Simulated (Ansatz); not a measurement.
**Ag(111) film, 5 layers, flat: channels in plane against thickness**

How does quantum confinement change the conductance of Ag(111) film, 5 layers, flat and thicker films?

Main program and level: Ansatz 0.2.0; Ansatz plane-wave DFT, PBE, PAW files; ballistic transport by layer matching (Landauer), zero bias; PAW set soft_1.

### Step 1. Set-up

The cell holds 10 atoms: 10 Ag. Its edges and angles: a = 20.437 Å, b = 2.889 Å, c = 5.005 Å, α = 90.0°, β = 90.0°, γ = 90.0°. It derives from Ag. Vacuum lies along a. The structure's axis is c.

### Step 2. With 5 layers

Vacuum lies along the first vector, which takes one k-point, and the current runs in the film's plane. One period is a perfect wire, so its channels are the result. Energies from -0.27 to 0.27 eV in steps of 0.036 eV cover the slope of the Fermi function at 300 K, so the program can form a conductance.

Contents of input.yaml:

```yaml
crystal:
  lattice:
    - [20.4366746799, 0.0, 0.0]
    - [0.0, 2.8893797293, 0.0]
    - [0.0, 0.0, 5.0045524935]
  atoms:
    - { symbol: Ag, position: [0.2201923782, 0.0, 0.0] }
    - { symbol: Ag, position: [0.2201923782, 0.5, 0.5] }
    - { symbol: Ag, position: [0.3356303693, 0.0, 0.3333333333] }
    - { symbol: Ag, position: [0.3356303693, 0.5, 0.8333333333] }
    - { symbol: Ag, position: [0.4510683604, 0.0, 0.6666666667] }
    - { symbol: Ag, position: [0.4510683604, 0.5, 0.1666666667] }
    - { symbol: Ag, position: [0.5665063515, 0.0, 0.0] }
    - { symbol: Ag, position: [0.5665063515, 0.5, 0.5] }
    - { symbol: Ag, position: [0.6819443426, 0.0, 0.3333333333] }
    - { symbol: Ag, position: [0.6819443426, 0.5, 0.8333333333] }
kpoints:
  mp_grid: { grid: [1, 14, 8] }
hamiltonian:
  xc: pbe
  pseudopotentials: { kind: paw, azcp: { folder: soft_1 } }
scf:
  occupations: { method: fermi_dirac, width: 0.1 }
output:
  transmission:
    leads: [[0, 0]]
    kmesh: [1, 32]
    e_range: [-0.27, 0.27]
    de: 0.036
```

Run with:

```bash
$ ansatz run input.yaml --threads 4 --pin off --max-ram 8192MiB --backend cpu --events-out ev --progress --plain --runs-dir out
```

Numbers of over 12 decimals in the logs are rounded to 6 here.

What it wrote:

```text
Engine: ansatz 0.2.0, aarch64-unknown-linux-gnu
Pseudopotentials: kind: paw
Pseudopotential: Ag, paw, valence charge 19, recommended cutoff 420 eV (normal), soft_1/Ag.paw.azcp
Functional definition: PBE
  parameter kappa = 0.804
  parameter beta = 0.066725
  exchange = pbe_x(kappa = kappa, mu = beta*pi^2/3)
  correlation = pbe_c(beta = beta)
Crystal: 10 atoms, lattice volume = 295.515 Å³
Basis set: ecut = 420 eV, 5785 PW (Γ)
Bands: 114, of which v1, the nominal top of the filled ones, is band 95 counted from 1 (94 counted from 0)
Symmetry: 8 space group operations
Space group: P-3m1 (ITA 164), of the structure as read, at distance tolerance 6.7e-5 Å
k-points: 40 of 112
Non-local potential: Ag, projectors of the file, l = 0: 3, l = 1: 2, l = 2: 2, l = 3: 1
PAW form: soft (Blöchl's): semilocal exchange-correlation on the pseudo side does not see the compensation charge
PAW one-centre angular grid: Ag, 590 points (default); XC on 64 Gauss nodes
Initial density: superposition of atomic densities (neutral atoms: chi_scale 0, normalization atom)
Initial wavefunctions: pseudopotential atomic-orbital guess
Functional: x = pbe(κ = 0.804, μ = 0.219515), c = pbe(β = 0.066725)
SCF iter   1: F=—  HF=-75906.918858 eV  |F-HF|=—  |Δ(HF+E_count)|=         —  Δρ=4.99e-2  dr2=8.19e0  ethr=3.10e-3  ⟨swp⟩=6.0  Hψ=16617  notcnv=0  defer=85
preconditioner: auto → LDOS  [metal: Δε(μ)=0.039 eV  Ē_g=9.174 eV  σ=0.100 eV  W_gap=0.10  n_scr=82 (ndim 8)  ℏωp=22.7 eV  f_vac=0.392  D(μ)=3.17/eV (n_scr^D=14)  β→1.0]
SCF iter   2: F=—  HF=-75908.373682 eV  |F-HF|=—  |Δ(HF+E_count)|=    1.45e0  Δρ=6.97e-2  dr2=1.17e1  ethr=3.10e-3  ⟨swp⟩=3.0  Hψ=10951  notcnv=0  defer=311
SCF iter   3: F=—  HF=-75904.791638 eV  |F-HF|=—  |Δ(HF+E_count)|=    3.58e0  Δρ=9.95e-3  dr2=1.88e-1  ethr=3.10e-3  ⟨swp⟩=2.3  Hψ=8655  notcnv=0  defer=323
SCF iter   4: F=—  HF=-75904.757293 eV  |F-HF|=—  |Δ(HF+E_count)|=   3.43e-2  Δρ=1.00e-3  dr2=2.20e-3  ethr=9.89e-5  ⟨swp⟩=2.0  Hψ=9024  notcnv=0  defer=323
SCF iter   5: F=—  HF=-75904.757976 eV  |F-HF|=—  |Δ(HF+E_count)|=   6.83e-4  Δρ=7.21e-4  dr2=1.44e-3  ethr=1.16e-6  ⟨swp⟩=3.0  Hψ=9477  notcnv=0  defer=323
SCF iter   6: F=—  HF=-75904.757746 eV  |F-HF|=—  |Δ(HF+E_count)|=   2.30e-4  Δρ=1.26e-4  dr2=5.70e-5  ethr=7.60e-7  ⟨swp⟩=2.1  Hψ=6201  notcnv=0  defer=323
SCF iter   7: F=—  HF=-75904.757818 eV  |F-HF|=—  |Δ(HF+E_count)|=   7.14e-5  Δρ=2.70e-5  dr2=2.53e-6  ethr=3.00e-8  ⟨swp⟩=2.0  Hψ=6722  notcnv=0  defer=323
SCF iter   8: F=—  HF=-75904.757818 eV  |F-HF|=—  |Δ(HF+E_count)|=   1.36e-7  Δρ=1.10e-5  dr2=3.80e-7  ethr=1.33e-9  ⟨swp⟩=2.4  Hψ=8689  notcnv=0  defer=323
SCF iter   9: F=-75904.757818 eV  HF=-75904.757818 eV  |F-HF|=3.33e-8  |Δ(HF+E_count)|=   4.94e-8  Δρ=4.55e-6  dr2=6.12e-8  ethr=5.26e-11  ⟨swp⟩=11.2  Hψ=17010  notcnv=0
SCF 1 converged in 9 iterations: F = -75904.757818 eV  dr2 = 6.12e-8
  greatest PAW one-centre occupation: 1.001 electrons in one spin orbital (limit 2), on the Ag atom at site 5 (counted from 0), in its partial waves of l = 0
transmission: 14 of 119 steps passed
transmission: 28 of 119 steps passed
[...]
transmission: 119 of 119 steps passed
SCF converged after 9 iterations
Free energy (F): -75904.757818 eV
Harris-Foulkes:  -75904.757818 eV  (|F-HF|=3.33e-8)
Internal energy: -75904.652695 eV  (E = F + TS)
E sigma→0 (E₀):  -75904.705256 eV
Entropy (-TS):   -0.105123 eV (-10.512 meV/atom)
Fermi energy:    8.107970 eV
--- Per-component energies (eV) ---
  E_band       = -4084.195645
  E_kinetic    = 4678.387705
  E_local      = -164225.294095  (includes V_loc(G=0)·N_el)
  E_nonlocal   = 318.133181
  E_hartree    = 81080.474574
  E_xc         = -1588.877461
  E_vxc        = -2010.730076  (∫ρ·V_xc dr)
  E_paw        = -39556.329231  (= ΣΔE_a)
  E_vpaw       = -5005.669781  (= ΣTr[D̂ρ^β])
  E_aug_tail   = 0.003727  (compensation charges beyond the density's cutoff)
  E_ewald      = 43388.848905
  E_smearing   = -0.105123  (= −TS)
  E_closure    = -0.000000  (closes the sum)
  Σ components = -75904.757818   (vs F -75904.757818, Δ=0.00e0)
--- Band table (eV; the first three rows and the last of 40) ---
  k-point 0: bands = [... 91 lower, 5.3081, 5.4076, 5.4151, 7.3828, 8.0578, 8.2536, 8.7426, 9.2410, ... 15 higher]
  k-point 1: bands = [... 91 lower, 5.3353, 5.3495, 5.6591, 7.1272, 7.5550, 7.6772, 8.4935, 8.5122, ... 15 higher]
  k-point 2: bands = [... 91 lower, 5.1439, 5.2150, 5.8397, 6.1629, 6.3290, 7.3936, 7.9997, 9.0220, ... 15 higher]
  k-point 39: bands = [... 91 lower, 8.0582, 8.7426, 8.7426, 9.2413, 9.2413, 9.5865, 9.5865, 9.7134, ... 15 higher]
--- Transmission ---
  basis      : 513 plane waves across, 7 finite elements along
  points     : 17, standing for a mesh of 1 x 32
  filling    : by the input's occupations and mesh, since the crystals that have channels conduct as metals do. If one of these is a semiconductor, that mesh has misplaced its level
  energies   : 16 from -0.270000 to 0.270000 eV about the Fermi level, 0.036000 eV apart; the leads are filled to 0.000000 eV, and channels, transmission and decay are at 0.018000 eV
  crystal 0  : Ag10, at the sites [0, 0], period 5.0046 Å: whole cells are its period
    offset         : up to 0.0000 Å between an atom of the period and one for which it stands
    filled         : 16.6 meV under the level at which it is neutral
    channels       : 3.812500e0 a spin
    conductance    : 5.0286e14 S/m² at 300 K; may be off by some 0.0 % by where its bands' edges are placed, 3.2 % from the k-mesh, 0.1 % from the distance to neutral
    slowest decay  : 0.1031 /Å at (0.0000, 0.5000)
```

Elapsed: 13 min, on 4 threads of Arm Neoverse V1, shared host; peak memory 3.3 GiB; 49 min of CPU time.

Reading the cycles: dr2 is the Hartree energy of the density residual (eV), the measure of convergence; HF is the Harris–Foulkes estimate of the energy, which meets the free energy F at convergence.

Numbers from this step:

```yaml
free_energy: -75904.7578 eV
energy_at_zero_smearing: -75904.7053 eV
fermi_energy: 8.108 eV
cell_area: 59.05 Å²
estimated_errors_of_the_lead_s_conductance: 0, 3.2, 0.1 % (band edges, k-mesh, distance from neutral)
lead_conductance_per_cell: 3.832 G₀
```

Per spin. Open channels, zone mean, lead against energy, zero at the Fermi level:

```csv
energy (eV),"open channels, zone mean, lead"
-0.270,3.72
-0.234,3.78
-0.198,3.78
-0.162,3.78
-0.126,3.84
-0.090,3.84
-0.054,3.91
-0.018,3.81
0.018,3.81
0.054,3.81
0.090,3.81
0.126,3.88
0.162,3.91
0.198,3.91
0.234,3.97
0.270,4.03
```

The program's largest error estimate for it is 3.2 %, from the k-mesh.

### Step 3. With 6 layers, thickness 14.155 A

The film grows to 6 layers.

System of this step: Ag(111) film, 6 layers, flat. The cell holds 12 atoms: 12 Ag. Cell: a = 22.796 Å, b = 2.889 Å, c = 5.005 Å, α = 90.0°, β = 90.0°, γ = 90.0°. It derives from Ag. Vacuum lies along a. The structure's axis is c.

input.yaml, the sections that differ from step 2:

```yaml
crystal:
  lattice:
    - [22.7958433498, 0.0, 0.0]
    - [0.0, 2.8893797293, 0.0]
    - [0.0, 0.0, 5.0045524935]
  atoms:
    - { symbol: Ag, position: [0.1974044097, 0.0, 0.0] }
    - { symbol: Ag, position: [0.1974044097, 0.5, 0.5] }
    - { symbol: Ag, position: [0.3008955872, 0.0, 0.3333333333] }
    - { symbol: Ag, position: [0.3008955872, 0.5, 0.8333333333] }
    - { symbol: Ag, position: [0.4043867647, 0.0, 0.6666666667] }
    - { symbol: Ag, position: [0.4043867647, 0.5, 0.1666666667] }
    - { symbol: Ag, position: [0.5078779421, 0.0, 0.0] }
    - { symbol: Ag, position: [0.5078779421, 0.5, 0.5] }
    - { symbol: Ag, position: [0.6113691196, 0.0, 0.3333333333] }
    - { symbol: Ag, position: [0.6113691196, 0.5, 0.8333333333] }
    - { symbol: Ag, position: [0.7148602971, 0.0, 0.6666666667] }
    - { symbol: Ag, position: [0.7148602971, 0.5, 0.1666666667] }
# kpoints, hamiltonian, scf, output: as in step 2
```

What it wrote:

```text
[...]
Crystal: 12 atoms, lattice volume = 329.629 Å³
Basis set: ecut = 420 eV, 6453 PW (Γ)
Bands: 137, of which v1, the nominal top of the filled ones, is band 114 counted from 1 (113 counted from 0)
[... 1 set-up line as in the run before ...]
[...]
k-points: 40 of 112
[...]
k-point 39: bands = [... 110 lower, 9.5008, 9.5008, 9.9873, 9.9873, 10.3195, 10.3195, 10.5706, 10.5706, ... 19 higher]
--- Transmission ---
  basis      : 569 plane waves across, 7 finite elements along
  points     : 17, standing for a mesh of 1 x 32
[...]
crystal 0  : Ag12, at the sites [0, 0], period 5.0046 Å: whole cells are its period
[...]
filled         : 1.4 meV over the level at which it is neutral
    channels       : 4.593750e0 a spin
[...]
[key lines of the parts left out:]
SCF converged after 9 iterations
Free energy (F): -91085.987800 eV
Fermi energy:    9.073557 eV
```

Run time: 19 min. Hardware: 4 threads; peak memory 4.1 GiB.

Numbers from this step:

```
free energy                                : -91085.9878 eV
energy at zero smearing                    : -91085.9326 eV
Fermi energy                               : 9.074 eV
cell area                                  : 65.87 Å²
estimated errors of the lead's conductance : 0, 4.9, 0 % (band edges, k-mesh, distance from neutral)
lead conductance per cell                  : 4.587 G₀
```

Per spin. Open channels, zone mean, lead against energy, zero at the Fermi level:

| energy (eV) | open channels, zone mean, lead |
| --- | --- |
| -0.270 | 4.44 |
| -0.234 | 4.5 |
| -0.198 | 4.5 |
| -0.162 | 4.5 |
| -0.126 | 4.41 |
| -0.090 | 4.47 |
| -0.054 | 4.59 |
| -0.018 | 4.59 |
| 0.018 | 4.59 |
| 0.054 | 4.59 |
| 0.090 | 4.62 |
| 0.126 | 4.69 |
| 0.162 | 4.75 |
| 0.198 | 4.81 |
| 0.234 | 4.81 |
| 0.270 | 4.75 |

The lead conductance per cell is 4.59 G₀, 20 % over the 3.83 G₀ of the last finished run.

### Step 4. With 7 layers, thickness 16.514 A

The film grows to 7 layers.

System of this step: Ag(111) film, 7 layers, flat. The cell holds 14 atoms: 14 Ag. Its edges and angles: a = 25.155 Å, b = 2.889 Å, c = 5.005 Å, α = 90.0°, β = 90.0°, γ = 90.0°. It derives from Ag. Vacuum lies along a. The structure's axis is c.

input.yaml, the sections that differ from step 3:

```yaml
crystal:
  lattice:
    - [25.1550120198, 0.0, 0.0]
    - [0.0, 2.8893797293, 0.0]
    - [0.0, 0.0, 5.0045524935]
  atoms:
    - { symbol: Ag, position: [0.1788907911, 0.0, 0.0] }
    - { symbol: Ag, position: [0.1788907911, 0.5, 0.5] }
    - { symbol: Ag, position: [0.2726760243, 0.0, 0.3333333333] }
    - { symbol: Ag, position: [0.2726760243, 0.5, 0.8333333333] }
    - { symbol: Ag, position: [0.3664612576, 0.0, 0.6666666667] }
    - { symbol: Ag, position: [0.3664612576, 0.5, 0.1666666667] }
    - { symbol: Ag, position: [0.4602464909, 0.0, 0.0] }
    - { symbol: Ag, position: [0.4602464909, 0.5, 0.5] }
    - { symbol: Ag, position: [0.5540317241, 0.0, 0.3333333333] }
    - { symbol: Ag, position: [0.5540317241, 0.5, 0.8333333333] }
    - { symbol: Ag, position: [0.6478169574, 0.0, 0.6666666667] }
    - { symbol: Ag, position: [0.6478169574, 0.5, 0.1666666667] }
    - { symbol: Ag, position: [0.7416021907, 0.0, 0.0] }
    - { symbol: Ag, position: [0.7416021907, 0.5, 0.5] }
# kpoints, hamiltonian, scf, output: as in step 3
```

What it wrote:

```text
[...]
Crystal: 14 atoms, lattice volume = 363.743 Å³
Basis set: ecut = 420 eV, 7121 PW (Γ)
Bands: 160, of which v1, the nominal top of the filled ones, is band 133 counted from 1 (132 counted from 0)
[... 1 set-up line as in the run before ...]
[...]
k-points: 40 of 112
[...]
k-point 39: bands = [... 129 lower, 10.1226, 10.5863, 10.5863, 10.9204, 10.9204, 11.1681, 11.1681, 11.3641, ... 23 higher]
--- Transmission ---
  basis      : 629 plane waves across, 7 finite elements along
  points     : 17, standing for a mesh of 1 x 32
[...]
crystal 0  : Ag14, at the sites [0, 0], period 5.0046 Å: whole cells are its period
[...]
filled         : 24.1 meV under the level at which it is neutral
    channels       : 5.312500e0 a spin
[...]
[key lines of the parts left out:]
SCF converged after 9 iterations
Free energy (F): -106267.198977 eV
Fermi energy:    9.825605 eV
```

It took 25 min on 4 threads; peak memory 5.1 GiB.

This step gave:

| Item | Value |
| --- | --- |
| free energy | -106267.1990 eV |
| energy at zero smearing | -106267.1337 eV |
| Fermi energy | 9.826 eV |
| cell area | 72.68 Å² |
| estimated errors of the lead's conductance | 0, 4, 0 % (band edges, k-mesh, distance from neutral) |
| lead conductance per cell | 5.303 G₀ |

Per spin. Open channels, zone mean, lead against energy, zero at the Fermi level:

| energy (eV) | open channels, zone mean, lead |
| --- | --- |
| -0.270 | 5.16 |
| -0.234 | 5.16 |
| -0.198 | 5.22 |
| -0.162 | 5.19 |
| -0.126 | 5.19 |
| -0.090 | 5.25 |
| -0.054 | 5.31 |
| -0.018 | 5.31 |
| 0.018 | 5.31 |
| 0.054 | 5.28 |
| 0.090 | 5.28 |
| 0.126 | 5.41 |
| 0.162 | 5.53 |
| 0.198 | 5.53 |
| 0.234 | 5.53 |
| 0.270 | 5.47 |

The lead conductance per cell is 5.30 G₀, 16 % over the 4.59 G₀ of the last finished run.

### Step 5. Cost and result by level

Times are for 4 threads of Arm Neoverse V1, shared host. The series side by side:

```
no.  layers  lead conductance per cell (G₀)    time  memory (GiB)
  1       5                           3.832  13 min           3.3
  2       6                           4.587  19 min           4.1
  3       7                           5.303  25 min           5.1
```

The runs together. The open channels, zone mean by energy, zero at the Fermi level:

```csv
energy (eV),5,6,7
-0.270,3.72,4.44,5.16
-0.234,3.78,4.5,5.16
-0.198,3.78,4.5,5.22
-0.162,3.78,4.5,5.19
-0.126,3.84,4.41,5.19
-0.090,3.84,4.47,5.25
-0.054,3.91,4.59,5.31
-0.018,3.81,4.59,5.31
0.018,3.81,4.59,5.31
0.054,3.81,4.59,5.28
0.090,3.81,4.62,5.28
0.126,3.88,4.69,5.41
0.162,3.91,4.75,5.53
0.198,3.91,4.81,5.53
0.234,3.97,4.81,5.53
0.270,4.03,4.75,5.47
```

### Step 6. Outcome

```json
{
  "conductance per cell, 5 layers": "3.83 G₀",
  "conductance per cell, 6 layers": "4.59 G₀",
  "conductance per cell, 7 layers": "5.30 G₀"
}
```

What this shows: The conductance per cell width goes from 3.83 G0 at 5 to 5.30 G0 at 7 layers. Over the film's own cross-section (layers × spacing × width) the conductance runs from 0.87 to 0.86×10¹⁵ S/m²; that nominal section leaves out the charge that spills into the vacuum, which flatters the thinnest films. The gains from one thickness to the next are 0.76 and 0.72 G0 per added layer; their spread isn't beyond the error estimates. The film repeats perfectly along the current, so nothing scatters; its faces are clean and not relaxed.

[Logs are printed without paths, hosts, clocks, repeated set-up lines and the standing remarks that a program may print on its own settings, such as how far it seeks lower states.]

[Hosts, paths, dates, database ids (printed as entryN), source tags and the programs' standing remarks are cut or masked in the printed files.]
